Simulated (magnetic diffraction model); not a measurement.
## Which magnetic order? Nd₃Ag₄Ir₄

Space group Immm (no. 71), a = 4.3130 Å, b = 6.9440 Å, c = 14.6880 Å.

```
site  atom    x       y       z
  4h    Ir  1/2  0.1949       0
  4j    Ir  1/2       0  0.7143
  4i    Nd  1/2     1/2  0.6304
  2d    Nd    0     1/2       0
  8l    Ag  1/2  0.6893  0.8304
```

This is a made-up structure (elements placed in a structure type, unrelaxed), so the numbers test the method and describe no known phase.

Only Nd is taken to order (form factors of Nd3+); orders and moment sizes are assumed, and not adapted to the symmetry. Radiation: neutrons of λ = 4.2 Å (absorption by Ir left out), 5° to 80°; isotropic B of 0.44 Å² (Ir), 0.42 Å² (Nd) and 0.55 Å² (Ag). Simulated constant-wavelength pattern: nuclear and magnetic terms add, the magnetic one as |2.695 fm × Σ f S⊥ exp(2πi Q·r) exp(−B s²)|², summed over all Q at one angle with the factor 1/(sin²θ cos θ). For collinear order S is the moment m, which repeats by lattice and centring translations R with the sign exp(−2πi k·R). Free-ion form factors, Sears's scattering lengths of 1992, no absorption; a label names one of the reflections at its angle. The strongest nuclear line in the range is 100, and lines under 0.2 are left out.

Above the ordering temperature:

```csv
2θ (°),index,I
33.23,(0 0 2),18.1
39.09,(0 1 1),1.9
60.99,(1 0 1),81.5
63.31,(0 1 3),74.5
69.77,(0 0 4),97.5
69.94,(1 1 0),100.0
74.43,(0 2 0),38.5
79.67,(1 1 2),2.7
```

Below it (cell unchanged):

```
2θ (°)      I
 33.23   18.1
 35.21   45.0
 39.09    1.9
 49.19  127.5
 58.27   18.0
 60.99   81.5
 63.31   74.5
 68.76  102.3
 69.77   97.5
 69.94  100.0
 72.42  150.9
 74.43   38.5
 76.85   69.7
 79.67    2.7
```

**Question.** Find the propagation vector, then choose among these models:
A. collinear moments along [001], 2.4 μB on Nd; signs + at (1/2, 1/2, 0.6304), − at (0, 0, 0.8696), − at (0, 1/2, 0)
B. collinear moments along [001], 2.4 μB on Nd; signs + at (1/2, 1/2, 0.6304), + at (0, 0, 0.8696), + at (0, 1/2, 0)
C. collinear moments along [100], 2.4 μB on Nd; signs + at (1/2, 1/2, 0.6304), + at (0, 0, 0.8696), + at (0, 1/2, 0)
D. collinear moments along [100], 2.4 μB on Nd; signs + at (1/2, 1/2, 0.6304), − at (0, 0, 0.8696), − at (0, 1/2, 0)

The new lines index as (0 1 0) at 35.21°, (0 1 2) at 49.19°, (1 0 0) at 58.27° and (1 0 2) at 68.76°, that is as H ± k with k = (1 0 0). The indices are whole but break the lattice centring, so the moments reverse under a centring translation, those with k·t a half-integer.

Magnetic intensity, observed (below minus above) and for each model:

| 2θ (°) | index | observed | A | B | C | D |
| --- | --- | --- | --- | --- | --- | --- |
| 16.44 | (0 0 1) | <0.2 | <0.2 | <0.2 | 622.1 | 1110.1 |
| 35.21 | (0 1 0) | 45.0 | 45.0 | 45.0 | 45.0 | 45.0 |
| 49.19 | (0 1 2) | 127.5 | 33.0 | 127.5 | 241.4 | 62.5 |
| 50.80 | (0 0 3) | <0.2 | <0.2 | <0.2 | 59.4 | 6.9 |
| 58.27 | (1 0 0) | 18.0 | 162.4 | 18.0 | <0.2 | <0.2 |
| 68.76 | (1 0 2) | 102.3 | 15.3 | 102.3 | 35.3 | 5.3 |
| 72.42 | (1 1 1) | 150.9 | 6.4 | 150.9 | 51.4 | 2.2 |
| 76.85 | (0 2 1) | 69.7 | 124.5 | 69.7 | 73.6 | 131.4 |

Model B matches.

The absence at (0 0 1) is telling: Q lies along the moments there, so the part normal to Q vanishes.

The structure used: k = (1 0 0), collinear moments along [001], 2.4 μB on Nd; signs + at (1/2, 1/2, 0.6304), + at (0, 0, 0.8696), + at (0, 1/2, 0).

[Logs are printed without paths, hosts, clocks, repeated set-up lines and the standing remarks that a program may print on its own settings, such as how far it seeks lower states.]
